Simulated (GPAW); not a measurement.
**Co3HgP (model structure): optical spectrum from first principles**

Aim: the dielectric function of Co3HgP (model structure), and the optical constants that follow from it. The cell was made here by substitution or stacking, whether or not such a phase is known. It was built so: All Cd replaced by Hg and N replaced by P in the Pm-3m structure of CdCo3N. The cell given below was relaxed beforehand with Ansatz.

Program: GPAW 26.7.0. Level of theory: DFT, revPBE, plane-wave PAW (GPAW data sets), scalar-relativistic, RPA, optical limit. Results are calculated unless marked as measured.

This is a report of a sequence of runs, with most program output left out.

### Step 1. The starting structure

It takes space group Pm-3m (No. 221, cubic). The conventional cell has a = 4.207 Å, b = 4.207 Å, c = 4.207 Å, α = 90.00°, β = 90.00°, γ = 90.00°. Nearest to Hg lie 12 Co at 2.97 Å. Nearest to Co lie 2 P at 2.10 Å and 8 Co at 2.97 Å and 4 Hg at 2.97 Å. Nearest to P lie 6 Co at 2.10 Å. All Cd replaced by Hg and N replaced by P in the Pm-3m structure of CdCo3N. Farther neighbours are not listed.

Structure file:

```cif
data_structure
_symmetry_space_group_name_H-M 'P 1'
_symmetry_Int_Tables_number 1
_cell_length_a 4.2070
_cell_length_b 4.2070
_cell_length_c 4.2070
_cell_angle_alpha 90.000
_cell_angle_beta 90.000
_cell_angle_gamma 90.000
_cell_volume 74.46
loop_
_atom_site_label
_atom_site_type_symbol
_atom_site_fract_x
_atom_site_fract_y
_atom_site_fract_z
_atom_site_occupancy
Hg1 Hg 0.00000 0.00000 0.00000 1
Co2 Co 0.50000 0.50000 0.00000 1
Co3 Co 0.50000 0.00000 0.50000 1
Co4 Co 0.00000 0.50000 0.50000 1
P5 P 0.50000 0.50000 0.50000 1
```

### Step 2. Ground state

First the ground state: is it a metal or has it a gap?

This step: DFT, revPBE, plane-wave PAW (GPAW data sets), scalar-relativistic, ground state (GPAW 26.7.0).

Input file gs.py:

```python
from ase import Atoms
from ase.dft.bandgap import bandgap
from gpaw import GPAW, PW, FermiDirac

atoms = Atoms(['Hg', 'Co', 'Co', 'Co', 'P'],
              cell=[[4.20700308, 0.00000000, 0.00000000],
                    [0.00000000, 4.20700308, 0.00000000],
                    [0.00000000, 0.00000000, 4.20700308]],
              scaled_positions=[[0.00000000, 1.00000000, 1.00000000],
                                [0.50000000, 0.50000000, 1.00000000],
                                [0.50000000, 0.00000000, 0.50000000],
                                [1.00000000, 0.50000000, 0.50000000],
                                [0.50000000, 0.50000000, 0.50000000]],
              pbc=[True, True, True])
atoms.set_initial_magnetic_moments([0.0, 2.0, 2.0, 2.0, 0.0])
atoms.calc = GPAW(mode=PW(400), xc='revPBE', kpts={'size': (5, 5, 5), 'gamma': True},
                  occupations=FermiDirac(0.05), maxiter=150, txt='gs.txt')
print('energy (eV)', atoms.get_potential_energy())
print('Fermi level (eV)', atoms.calc.get_fermi_level())
print('valence electrons', atoms.calc.get_number_of_electrons())
print('gap (eV)', bandgap(atoms.calc, output=None)[0])
print('direct gap (eV)', bandgap(atoms.calc, direct=True, output=None)[0])
print('moments', atoms.get_magnetic_moments().round(3).tolist())
atoms.calc.write('gs.gpw')
```

On the command line:

```
> OMP_NUM_THREADS=1 python gs.py
```

Run time: 30 s. Hardware: 1 thread of Arm Neoverse V2, shared host; peak memory 0.17 GiB.

This step gave:

* energy: -27.07 eV
* Fermi energy: 8.484 eV
* electrons: 50
* site moments: -0.035, 0.934, 0.934, 0.934, -0.02 μB

There are states at the Fermi level within the smearing, so the occupations stay smeared and the carriers get a Drude term.

### Step 3. Bands for the response

At the fixed density, many empty bands are solved on the mesh of the response, since the spectrum sums over them.

This step: DFT, revPBE, plane-wave PAW (GPAW data sets), scalar-relativistic, bands at fixed density (GPAW 26.7.0).

Input file nscf.py:

```python
from ase.dft.bandgap import bandgap
from gpaw import GPAW, FermiDirac

calc = GPAW('gs.gpw').fixed_density(kpts={'size': (8, 8, 8), 'gamma': True}, nbands=60, convergence={'bands': 54},
                                    occupations=FermiDirac(0.05), txt='nscf.txt')
print('gap (eV)', bandgap(calc, output=None)[0])
print('direct gap (eV)', bandgap(calc, direct=True, output=None)[0])
calc.write('full.gpw', mode='all')
```

On the command line:

```
> OMP_NUM_THREADS=1 python nscf.py
```

It took 2.1 min on 1 thread; peak memory 0.27 GiB.

### Step 4. Dielectric function, RPA

Transitions between filled and empty bands, summed over the zone, give the optical response, so mesh, band count and broadening shape it.

The induced potential is part of this response.

This step: DFT, revPBE, plane-wave PAW (GPAW data sets), scalar-relativistic, RPA, optical limit (GPAW 26.7.0).

Input file df.py:

```python
from gpaw.response.df import DielectricFunction

df = DielectricFunction('full.gpw', frequencies={'type': 'nonlinear', 'domega0': 0.03, 'omega2': 8},
                        ecut=50,
                        eta=0.05,
                        nbands=54,
                        rate=0.2,
                        txt='df.txt')
for direction in ['x']:
    df.get_dielectric_function(xc='RPA', direction=direction, filename=f'df_{direction}.csv')
```

On the command line:

```
> OMP_NUM_THREADS=1 python df.py
```

Wall time 20 s (1 thread); peak memory 0.37 GiB.

Some rows of df_x.csv (energy; Re and Im without local fields; Re and Im with them):

```text
0.000000, 294.048488, -0.000000, 293.856780, -0.000000
0.555532, 15.196634, 66.081657, 15.010406, 65.970683
1.143969, 0.137163, 21.082915, 0.146800, 20.950018
1.768324, 4.534262, 15.486141, 4.561611, 15.295925
2.431988, 4.908625, 11.214611, 4.817091, 10.984961
3.138794, 4.541309, 14.751859, 5.204848, 14.718763
3.893091, -1.930123, 11.483853, -1.645862, 12.119230
4.699832, -0.045005, 6.363620, -0.444023, 6.451561
5.564682, -1.159662, 7.210250, -1.149898, 7.330641
6.494155, -0.404550, 4.510206, -0.713232, 4.595438
7.495775, -0.723654, 4.742586, -1.146349, 4.535110
8.578281, -2.104586, 4.192258, -2.141914, 3.729612
9.751884, -1.474816, 1.930021, -1.593863, 1.859339
11.028587, -0.262047, 1.746244, -0.339687, 1.512450
12.422601, -0.674583, 1.279256, -0.709181, 1.180259
13.950874, -0.292631, 0.945653, -0.321545, 0.872036
15.633783, 0.011853, 1.115039, 0.039095, 0.996432
17.496047, -0.277099, 0.904803, -0.111970, 0.858342
19.567954, 0.059249, 0.521951, 0.174315, 0.516468
21.887015, 0.197414, 0.475441, 0.239113, 0.521995
```

Sum at mesh points, not converged in k. Im ε, E ∥ x against photon energy; read off at these points:

```
photon energy (eV)  Im ε, E ∥ x
              0.75         53.7
              1.00         23.3
              1.50         15.9
              2.00         12.3
              2.50         11.6
              3.00         12.7
              3.43         15.5
              3.50         14.3
              4.00         10.3
              4.50         7.82
              5.00         5.85
              5.50         7.74
              6.00         5.16
              6.50         4.64
              7.00         5.95
              7.50         4.54
              8.00         3.70
              8.50         4.17
              9.00         2.73
              9.50         2.27
             10.00         1.69
             10.50         1.51
             11.00         1.49
             11.50         1.95
             12.00         1.49
             12.50         1.19
             13.00         1.09
             13.50         1.08
             14.00        0.875
             14.50        0.862
             15.00         1.00
             15.50        0.972
             16.00        0.997
             16.50        0.966
             17.00        0.899
             17.50        0.857
             18.00        0.757
             18.50        0.643
             19.00        0.585
             19.50        0.501
             20.00        0.495
             20.50        0.511
             21.00        0.549
             21.50        0.524
             22.00        0.541
             22.50        0.491
             23.00        0.500
             23.50        0.467
```

Values under 1 per cm are given as 1; sum at mesh points, not converged in k. Absorption coefficient, E ∥ x against photon energy:

```
photon energy (eV)  absorption coefficient, E ∥ x (1/cm)
              1.01                                 3.6e5
              1.99                                 4.3e5
              3.02                                 6.4e5
              3.98                                 1.1e6
              4.98                                 8.7e5
              6.02                                 1.1e6
              6.99                                 1.4e6
              8.03                                 1.4e6
              9.02                                 1.4e6
             10.03                                 1.3e6
             11.03                                 1.1e6
             12.02                                 1.4e6
             13.00                                 1.2e6
             14.04                                 1.1e6
             14.96                                 1.1e6
             16.03                                 1.2e6
             16.96                                 1.1e6
             18.05                                 1.2e6
             18.97                                 1.0e6
             20.06                                 8.2e5
             20.95                                 8.6e5
             22.02                                 9.4e5
             23.01                                 9.2e5
```

The loss function −Im 1/ε at q → 0, E ∥ x has structure finer than the step of the table below, so its rows give means over 0.5 eV, whole bins alone (the curve runs from 0.619 to 23.9 eV). Peaks (eV: height): 14.68: 1.24, 19.33: 1.93, 19.94: 1.88, 20.57: 1.76, 22.58: 1.81.

Sum at mesh points, not converged in k. Table of loss function −Im 1/ε at q → 0, E ∥ x by energy loss; means over each step:

energy loss (eV), loss function −Im 1/ε at q → 0, E ∥ x and a bar:
```
      1.0       0.04 
      1.5       0.06 
      2.0       0.07 #
      2.5       0.07 #
      3.0       0.06 
      3.5       0.07 #
      4.0       0.09 #
      4.5       0.12 #
      5.0       0.15 ##
      5.5       0.13 ##
      6.0       0.16 ##
      6.5       0.19 ###
      7.0       0.18 ##
      7.5       0.20 ###
      8.0       0.22 ###
      8.5       0.22 ###
      9.0       0.26 ####
      9.5       0.25 ####
     10.0       0.37 ######
     10.5       0.48 #######
     11.0       0.59 #########
     11.5       0.46 #######
     12.0       0.50 ########
     12.5       0.64 ##########
     13.0       0.75 ############
     13.5       0.76 ############
     14.0       1.01 ################
     14.5       1.14 ###################
     15.0       1.03 #################
     15.5       1.02 ################
     16.0       1.01 ################
     16.5       1.02 ################
     17.0       1.08 #################
     17.5       1.17 ###################
     18.0       1.35 ######################
     18.5       1.53 #########################
     19.0       1.71 ############################
     19.5       1.79 #############################
     20.0       1.68 ###########################
     20.5       1.68 ###########################
     21.0       1.48 ########################
     21.5       1.57 ##########################
     22.0       1.57 ##########################
     22.5       1.72 ############################
     23.0       1.63 ###########################
     23.5       1.83 ##############################
```

The reflectivity at normal incidence, E ∥ x has structure finer than the step of the table below, so its rows give means over 0.5 eV, whole bins alone (the curve runs from 0.619 to 23.9 eV). Peaks (eV: height): 0.81: 69.7, 3.94: 49.5, 5.77: 44.9, 6.23: 42.2, 7.10: 43.4, 8.70: 45.4, 9.55: 51.2.

Sum at mesh points, not converged in k. Reflectivity at normal incidence, E ∥ x against photon energy; means over each step:

```
photon energy (eV)  reflectivity at normal incidence, E ∥ x (%)
               1.0                                         59.5
               1.5                                         47.6
               2.0                                         42.2
               2.5                                         39.3
               3.0                                         42.4
               3.5                                         47.3
               4.0                                         46.5
               4.5                                         44.0
               5.0                                         36.2
               5.5                                         39.8
               6.0                                         40.4
               6.5                                         36.2
               7.0                                         38.5
               7.5                                         37.7
               8.0                                         40.4
               8.5                                         40.3
               9.0                                         40.8
               9.5                                         46.7
              10.0                                         40.9
              10.5                                         35.5
              11.0                                         25.9
              11.5                                         28.7
              12.0                                         34.2
              12.5                                         32.7
              13.0                                         27.8
              13.5                                         29.0
              14.0                                         26.1
              14.5                                         20.3
              15.0                                         16.5
              15.5                                         16.3
              16.0                                         17.0
              16.5                                         17.0
              17.0                                         17.9
              17.5                                         20.4
              18.0                                         19.1
              18.5                                         19.6
              19.0                                         17.5
              19.5                                         14.4
              20.0                                         12.4
              20.5                                         11.9
              21.0                                         9.79
              21.5                                         10.9
              22.0                                         10.8
              22.5                                         11.4
              23.0                                         10.2
              23.5                                         12.0
```

Sum at mesh points, not converged in k. The Im ε, E ∥ x by photon energy; read off at these points:

```
photon energy (eV)  without local fields  with local fields
               0.7                  51.0               50.8
               1.0                  23.5               23.3
               2.0                  12.4               12.3
               3.0                  12.9               12.7
               4.0                  9.55               10.3
               5.0                  5.84               5.85
               6.0                  4.93               5.16
               7.0                  5.68               5.95
               8.0                  4.01               3.70
               9.0                  2.98               2.73
              10.0                  1.89               1.69
              11.0                  1.72               1.49
              12.0                  1.54               1.49
              13.0                  1.20               1.09
              14.0                 0.958              0.875
              15.0                  1.16               1.00
              16.0                  1.19              0.997
              17.0                  1.05              0.899
              18.0                 0.779              0.757
              19.0                 0.551              0.585
              20.0                 0.449              0.495
              21.0                 0.525              0.549
              22.0                 0.507              0.541
              23.0                 0.474              0.500
```

Optical constants at common wavelengths, from n + ik = √ε:

```
wavelength (nm)     n      k  R (%)     1/α
           1550  4.24  5.329   69.7   23 nm
           1064  3.20  3.125   53.3   27 nm
            800  2.92  2.632   47.6   24 nm
            633  2.90  2.128   41.2   24 nm
            365  2.96  2.539   46.5   11 nm
            308  1.94  2.534   48.5  9.7 nm
            248  1.72  1.698   33.1   12 nm
```

In reflection the computed colour is light grey: x = 0.316, y = 0.332, luminous reflectivity 41 %.

### Step 5. Outcome

**Reading.** At this level (revPBE, RPA) Co3HgP is a metal. The mesh is too coarse to trust the carriers' weight, the reflectivity or the colour to better than tens of per cent. In reflection the computed colour is light grey: x = 0.316, y = 0.332, luminous reflectivity 41 %. The carriers' damping of 0.2 eV is typed, not computed; it shapes the response at the lowest energies. Spin-orbit coupling is left out although heavy atoms are present. The magnetic state comes from one start and need not be the lowest. The curves end at 24 eV, about where the summed bands run out. In this version of GPAW the matrix elements of the optical limit are incomplete, which can lower ε − 1 by up to a tenth where first-row anions or d states rule, and shift it by more in d metals. GPAW's carrier term has the form −ωp²/(ω + i·rate)², which damps like twice the rate and fails at low energy, so the curves leave the lowest energies out. The sum runs over mesh points 0.19 Å⁻¹ apart with no interpolation, so peaks are partly noise of the mesh, and the Drude plasma energy, a sum over the Fermi surface, isn't converged.

[Machine, clock and banner lines and Python warnings are left out of the logs.]

[Logs are printed without paths, hosts, clocks, repeated set-up lines and the standing remarks that a program may print on its own settings, such as how far it seeks lower states.]

[Hosts, paths, dates, database ids (printed as entryN), source tags and the programs' standing remarks are cut or masked in the printed files.]
